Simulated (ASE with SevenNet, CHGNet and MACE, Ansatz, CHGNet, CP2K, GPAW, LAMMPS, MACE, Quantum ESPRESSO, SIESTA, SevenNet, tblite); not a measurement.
## Amorphous 59Ga2O3-41P2O5 (mol %) (64 atoms) in machine-learned potentials

How do the settings of machine-learned potentials change the result for amorphous 59Ga2O3-41P2O5 (mol %) (64 atoms)? A plane-wave run serves as the yardstick.

Main program and level: ASE with SevenNet, CHGNet and MACE; the method is named at each step.

## Step 1: Starting point

The cell holds 64 atoms: 13 Ga, 9 P and 42 O. Cell: a = 9.037 Å, b = 9.037 Å, c = 9.037 Å, α = 90.0°, β = 90.0°, γ = 90.0°. 64 atoms (13 Fe, 9 P, 42 O) placed at random at 3.33 g/cm³, melted at 5000 K for 10 ps at fixed volume with the Morse and Coulomb pair potential with partial charges (Pedone, Malavasi, Menziani, Cormack and Segre, J. Phys. Chem. B 110, 11780 (2006)). Quenched from 5000 K to 300 K at 100 K/ps and fixed volume, held 10 ps at zero pressure, then minimised at fixed cell. Then Fe was replaced by Ga and the cell scaled by 1.005 (the potential has no terms for the new elements, so the cell is a start for a DFT relaxation).

The yardstick, on the same geometry:

* method: Kohn-Sham DFT, PBE, SSSP efficiency 1.3.0 pseudopotentials, plane waves (Quantum ESPRESSO 7.5); sssp-pbe-1.3.0-efficiency, cutoffs 60/480 Ry, Γ point
* r.m.s. force component: 1.059 eV/Å
* longest force: 3.454 eV/Å
* pressure: -0.4717 GPa
* gap (highest filled to lowest empty level): 1.376 eV
* time: 4.8 min on 2 MPI ranks of Arm Neoverse V2, shared host
* CPU time: 9.7 min

## Step 2: SevenNet l3i5 potential

Method: machine-learned interatomic potential SevenNet l3i5, trained on PBE(+U) plane-wave data.

Contents of run.py:

```python
import numpy as np
from ase.io import read
import mlip  # loads the published weights by name

atoms = read("structure.xyz")
atoms.calc = mlip.calc("7net-l3i5")
energy = atoms.get_potential_energy()
forces = atoms.get_forces()
print(f"energy {energy:.6f} eV")
print("forces (eV/A)")
for i, (a, f) in enumerate(zip(atoms, forces)):
    print(f"{i:4d} {a.symbol:2s} {f[0]:10.5f} {f[1]:10.5f} {f[2]:10.5f}")
stress = -atoms.get_stress(voigt=False) * 160.21766
print("stress (GPa, compression positive)")
for row in stress:
    print(" ".join(f"{x:10.4f}" for x in row))
```

Contents of structure.xyz:

```xyz
64
Lattice="9.03743 0.00000 0.00000 0.00000 9.03743 0.00000 0.00000 0.00000 9.03743" Properties=species:S:1:pos:R:3 pbc="T T T"
Ga 1.44554 6.65209 6.27758
Ga 2.95723 0.27673 2.17621
Ga 0.61590 1.54540 4.64940
Ga 5.10832 6.04767 5.34916
Ga 5.02987 1.89578 7.52140
Ga 0.38418 4.19481 8.62695
Ga 4.42906 7.38250 8.08407
Ga 8.28497 8.81402 2.33979
Ga 1.66433 3.87679 3.08294
Ga 2.16971 0.79349 7.70956
Ga 4.84424 2.63965 3.91420
Ga 3.86043 8.92898 5.14935
Ga 6.10515 4.69820 8.73549
P 7.65154 3.14864 2.11376
P 5.46295 7.03871 2.14314
P 7.59126 8.31923 5.57754
P 1.61878 7.04721 0.11758
P 1.62240 6.76560 3.32677
P 3.30589 3.06062 0.90410
P 7.92944 0.71161 8.34860
P 2.71096 3.74791 6.11500
P 7.39443 3.93300 6.07116
O 1.88783 3.54999 0.60307
O 6.31283 3.21389 2.82628
O 7.65217 3.76174 0.69145
O 2.06876 5.76651 2.27409
O 4.49712 3.56102 0.10800
O 3.47778 3.32180 2.41390
O 4.82662 6.43555 3.39265
O 8.17228 0.22006 4.51474
O 7.97119 1.66334 2.00242
O 4.07272 0.12490 7.58340
O 6.29177 3.43386 7.03546
O 1.46768 7.89700 7.84169
O 2.96925 6.40284 8.82044
O 7.68308 0.08884 6.92846
O 5.90171 5.93669 1.17613
O 8.84394 3.81389 2.80260
O 5.62553 6.07930 7.46817
O 6.56922 1.33700 8.61104
O 1.79086 8.15429 1.13483
O 8.34715 4.53561 7.09547
O 3.97050 4.25699 5.42869
O 0.14550 1.60197 8.15962
O 3.51538 7.10993 6.05670
O 2.53762 7.92339 3.67335
O 1.45765 1.45774 2.93057
O 6.62426 7.90802 2.56555
O 1.87563 0.54577 5.76895
O 6.13027 7.92131 5.42951
O 4.53851 7.92357 1.28368
O 8.22768 8.65894 0.31007
O 8.15773 2.78967 5.41143
O 4.96191 1.64707 5.60158
O 2.97765 2.62989 7.13342
O 6.72349 4.88690 5.11799
[... 4 atom lines left out ...]
O 4.24958 0.87274 3.38470
O 8.62704 7.22262 5.80745
O 1.93808 4.77583 6.91553
O 3.20648 1.55417 0.63370
```

Launch:

```console
$ OMP_NUM_THREADS=1 python run.py > output.txt
```

Output:

```text
energy -413.249756 eV
forces (eV/A)
   0 Ga    0.19830    0.43277   -0.85098
   1 Ga   -0.39173   -0.26735    0.72154
   2 Ga    0.82789   -0.68249    0.33845
   3 Ga    0.40057    0.25917    0.18330
   4 Ga    0.97830   -0.52721   -1.21459
   5 Ga    0.02806    0.19197   -0.27880
   6 Ga   -0.58572   -0.69879    0.60883
   7 Ga   -0.91705   -0.25337   -0.59310
   8 Ga   -0.26560    0.26984   -0.40493
   9 Ga   -0.76156   -0.35673   -1.60363
  10 Ga    0.34269   -1.67943    0.26140
  11 Ga   -0.81169    1.14690    0.00209
  12 Ga   -0.59943    1.12609    0.08188
  13 P     0.97291   -2.74434    1.79257
  14 P     0.90862   -0.03906   -0.59413
  15 P     1.63260   -1.05880    1.62683
  16 P     2.56510    0.19842   -0.12052
  17 P    -0.41209    0.27660   -0.44384
  18 P    -0.66302   -0.20840   -0.40892
  19 P    -0.06838   -0.57683   -0.02448
  20 P    -0.06661   -0.30499    0.15138
  21 P     1.02337   -1.99939   -0.36286
  22 O    -1.14877    1.12977   -0.33212
  23 O    -1.36506    0.99389    0.46052
[...]
56 O    -2.00049    0.77053   -0.50356
  57 O    -0.58987   -0.47565    2.35371
  58 O    -1.20283   -0.92925    0.16949
  59 O    -1.05341   -0.21950   -1.67209
  60 O     0.10897   -0.21307    0.74656
  61 O     0.26138   -1.17351    0.10834
  62 O    -1.11090    1.53547    0.85768
  63 O     0.04799   -1.77451   -0.36011
stress (GPa, compression positive)
   -3.5602     0.4987     1.0230
    0.4987    -0.7221     1.1706
    1.0230     1.1706     0.2720
```

Elapsed: 9.4 s, on 1 thread of Arm Neoverse V2, shared host; peak memory 1.4 GiB.

Banners, paths, timers and routine set-up lines are dropped from the logs unmarked, and long logs keep their key lines alone; longer cuts are marked.

Numbers from this run, and their distance from the reference:

| Item | Value |
| --- | --- |
| r.m.s. force component | 0.9647 eV/Å |
| r.m.s. difference of force components | 132.1 meV/Å |
| longest difference of force vectors | 438.5 meV/Å |
| force difference over r.m.s. force | 12.47 % |
| slope of forces against the reference's | 0.9071 |
| correlation of force components | 0.9958 |
| pressure | -1.337 GPa |
| pressure difference | -0.8651 GPa |

Length of the force difference by element (eV/Å):

| element | atoms | mean | most |
| --- | --- | --- | --- |
| Ga | 13 | 0.10 | 0.15 |
| O | 42 | 0.25 | 0.44 |
| P | 9 | 0.13 | 0.24 |

A closer look about Ga12, which has 7 bonded neighbours where the commonest count for Ga is 5: 9 atoms, nearest first, numbered in the order of the input, with positions taken from that point.

| atom | x | y | z | distance (Å) | bonds | Fx | Fy | Fz (eV/Å) |
| --- | --- | --- | --- | --- | --- | --- | --- | --- |
| Ga12 | 0.00 | 0.00 | 0.00 | 0.00 | 7 | -0.81 | 1.15 | 0.00 |
| O61 | 0.39 | 0.98 | -1.76 | 2.06 | 3 | 0.11 | -0.21 | 0.75 |
| O45 | -0.35 | -1.82 | 0.91 | 2.06 | 4 | 1.00 | 0.52 | -0.32 |
| O54 | 1.10 | 1.76 | 0.45 | 2.12 | 3 | -0.15 | -0.48 | -0.20 |
| O49 | -1.98 | 0.65 | 0.62 | 2.18 | 3 | 0.28 | 0.01 | 0.74 |
| O46 | -1.32 | -1.01 | -1.48 | 2.22 | 3 | 1.40 | 1.33 | -0.36 |
| O32 | 0.21 | 0.23 | 2.43 | 2.45 | 4 | -0.27 | 1.00 | 0.18 |
| O50 | 2.27 | -1.01 | 0.28 | 2.50 | 3 | -0.26 | -0.41 | -0.36 |
| Ga2 | -0.90 | 0.39 | -2.97 | 3.13 | 6 | -0.39 | -0.27 | 0.72 |

Atoms are counted from 1 here, from 0 in the log.

Forces lie 12 % from the reference's, at 0.016 times its CPU time (on 1 against 2 cores).

## Step 3: CHGNet 0.3.0 potential

Method: machine-learned interatomic potential CHGNet 0.3.0, trained on PBE(+U) plane-wave data.

Edit run.py of step 2 so:

```diff
@@ -5,3 +5,3 @@
 atoms = read("structure.xyz")
-atoms.calc = mlip.calc("7net-l3i5")
+atoms.calc = mlip.calc("chgnet-0.3.0")
 energy = atoms.get_potential_energy()
```

structure.xyz is that of step 2.

Output:

```text
CHGNet v0.3.0 initialized with 412,525 parameters
CHGNet will run on cpu
energy -444.272888 eV
forces (eV/A)
   0 Ga    0.34555    0.35640   -0.68140
   1 Ga   -0.48571   -0.19374    0.47929
   2 Ga    0.69185   -0.53023    0.39687
   3 Ga    0.33815    0.11070    0.08772
   4 Ga    0.94671   -0.35892   -1.10546
   5 Ga   -0.06437    0.26028   -0.35373
   6 Ga   -0.59998   -0.52565    0.49855
   7 Ga   -0.60751    0.05785   -0.49060
   8 Ga   -0.16144    0.07731   -0.19864
   9 Ga   -0.57929   -0.23812   -1.38124
  10 Ga    0.21753   -1.23615    0.22812
  11 Ga   -0.87642    0.94468    0.08368
  12 Ga   -0.52758    0.82792    0.07077
  13 P     0.95309   -2.70872    1.58205
  14 P     0.29013   -0.04922   -0.38169
  15 P     1.61938   -1.05788    1.84381
  16 P     2.47118    0.21227   -0.04004
  17 P    -0.31170    0.27178   -0.71562
  18 P    -0.82195   -0.46787   -0.65813
  19 P     0.08640   -0.36346   -0.16505
  20 P     0.10200   -0.59832    0.40501
  21 P     1.01719   -1.87215   -0.26394
  22 O    -0.92199    1.14563   -0.32877
  23 O    -1.11427    1.04141    0.43599
[...]
56 O    -1.94160    0.69458   -0.53013
  57 O    -0.55631   -0.60013    2.26611
  58 O    -1.17814   -0.91863    0.24045
  59 O    -1.17731   -0.24302   -1.76755
  60 O     0.10174   -0.23466    0.67564
  61 O     0.14320   -1.02733    0.11705
  62 O    -1.05852    1.55558    0.77183
  63 O    -0.01819   -1.77792   -0.09548
stress (GPa, compression positive)
   -3.3167     0.3720     0.7166
    0.3720    -0.9776     0.8909
    0.7166     0.8909     0.0491
```

Run time: 3.6 s. Hardware: 1 thread; peak memory 1.1 GiB.

Against the reference:

```yaml
r_m_s_force_component: 0.929 eV/Å
r_m_s_difference_of_force_components: 201.5 meV/Å
longest_difference_of_force_vectors: 699.9 meV/Å
force_difference_over_r_m_s_force: 19.03 %
slope_of_forces_against_the_reference_s: 0.8666
correlation_of_force_components: 0.988
pressure: -1.415 GPa
pressure_difference: -0.9434 GPa
```

Against the first run (12 %), the force difference from the reference is 19 %, at 0.39 times the CPU time.

## Step 4: MACE MPA-0 medium potential

Method: machine-learned interatomic potential MACE MPA-0 medium, trained on PBE(+U) plane-wave data.

Edit run.py of step 3 so:

```diff
@@ -5,3 +5,3 @@
 atoms = read("structure.xyz")
-atoms.calc = mlip.calc("chgnet-0.3.0")
+atoms.calc = mlip.calc("mace-mpa-0-medium")
 energy = atoms.get_potential_energy()
```

structure.xyz is that of step 3.

Output:

```text
energy -413.006500 eV
forces (eV/A)
   0 Ga    0.27404    0.43910   -0.94015
   1 Ga   -0.43638   -0.31278    0.71417
   2 Ga    0.60627   -0.75316    0.34913
   3 Ga    0.44262    0.34047    0.13504
   4 Ga    1.04907   -0.52064   -1.27363
   5 Ga   -0.01932    0.25296   -0.35462
   6 Ga   -0.57597   -0.70778    0.63486
   7 Ga   -0.74589   -0.37746   -0.54168
   8 Ga   -0.15382    0.35382   -0.48921
   9 Ga   -0.81860   -0.37974   -1.36672
  10 Ga    0.38242   -1.65106    0.35632
  11 Ga   -0.71419    0.97456   -0.06557
  12 Ga   -0.55622    1.09968    0.05798
  13 P     1.02232   -2.56716    1.94868
  14 P     0.99810   -0.25109   -0.41559
  15 P     1.52975   -0.91549    1.59453
  16 P     2.42546    0.38118   -0.15351
  17 P    -0.51157    0.27035   -0.36028
  18 P    -0.78948   -0.24783   -0.46220
  19 P    -0.11385   -0.63801    0.02245
  20 P    -0.01335   -0.29270    0.15889
  21 P     0.92276   -1.77738   -0.35343
  22 O    -1.14468    1.15347   -0.27512
  23 O    -1.25218    1.01443    0.27586
[...]
56 O    -2.00242    0.74413   -0.45963
  57 O    -0.59349   -0.52497    2.30892
  58 O    -1.20565   -1.06254    0.10325
  59 O    -1.12134   -0.19780   -1.69692
  60 O    -0.02195   -0.12910    0.59799
  61 O     0.19075   -1.20420    0.11253
  62 O    -1.19516    1.52710    0.87336
  63 O    -0.00612   -1.71374   -0.33858
stress (GPa, compression positive)
   -3.3661     0.5105     1.0997
    0.5105    -0.5634     1.1652
    1.0997     1.1652     0.7375
```

It took 7.2 s on 1 thread; peak memory 0.99 GiB.

Against the reference:

- r.m.s. force component: 0.9419 eV/Å
- r.m.s. difference of force components: 157.6 meV/Å
- longest difference of force vectors: 559.2 meV/Å
- force difference over r.m.s. force: 14.88 %
- slope of forces against the reference's: 0.8844
- correlation of force components: 0.9944
- pressure: -1.064 GPa
- pressure difference: -0.5923 GPa

Against the first run (12 %), the force difference from the reference is 15 %, at 0.77 times the CPU time.

## Step 5: All runs compared

Differences are against the plane-wave reference, forces as r.m.s. over components; share is that over the reference's r.m.s. force, slope the least-squares factor from reference forces to these. Total energies of different programs have different zeros and aren't compared.

| run | Δ force, r.m.s. (meV/Å) | share (%) | slope | Δ pressure (GPa) | cores | CPU time | memory (GiB) |
| --- | --- | --- | --- | --- | --- | --- | --- |
| reference | - | - | - | - | 2 | 9.7 min | 2.0 |
| SevenNet l3i5 potential | 132 | 12.5 | 0.907 | -0.865 | 1 | 9.4 s | 1.4 |
| CHGNet 0.3.0 potential | 202 | 19.0 | 0.867 | -0.943 | 1 | 3.6 s | 1.1 |
| MACE MPA-0 medium potential | 158 | 14.9 | 0.884 | -0.592 | 1 | 7.2 s | 0.99 |

Times of the machine-learned potentials are mostly Python's start and the loading of weights.

CPU time is summed over cores on a shared host, where runs went side by side, so it is rough. Symmetry, cutoffs, thresholds, outputs and thread counts weren't matched or tuned between programs; memory under MPI is the largest rank's times the ranks.

## Step 6: What came out

```
nearest in forces : SevenNet l3i5 potential, 12 %
its CPU time      : 9.4 s
```

**Reading.** Machine-learned potentials differ by 12 % (SevenNet l3i5 potential) to 19 % (CHGNet 0.3.0 potential); they were trained on other programs' data. The reference's pressure holds the uncorrected Pulay stress of its 60 Ry basis, so small pressure differences, and their order, may be the reference's own error. In our tests on small cells the SSSP efficiency potentials stood apart from two norm-conserving sets, for C–F bonds most and for P–O bonds less, so differences between them and other runs here needn't be the other run's error. Machine-learned potentials mimic data converged in k, so the reference's own k-point error enters their differences. The quench rate of 100 K/ps is many orders above laboratory rates, so the cell is likely richer in defects and strain than a real sample. The network of bonds at the start is that of the classical potential that made the cell, and needn't be the one that DFT or experiment would give. The reference's stress is far from hydrostatic: its diagonal is -2.5, -0.2, 1.3 GPa, compression counted positive. The electronic-structure runs sample only Γ, in a cell whose shortest periodic width is 9 Å.

[Also dropped from logs without a mark: logging warnings of Python, and SIESTA's first energy breakdown and zero terms.]

[Logs are printed without paths, hosts, clocks, repeated set-up lines and the standing remarks that a program may print on its own settings, such as how far it seeks lower states.]

[Hosts, paths, dates, database ids (printed as entryN), source tags and the programs' standing remarks are cut or masked in the printed files.]
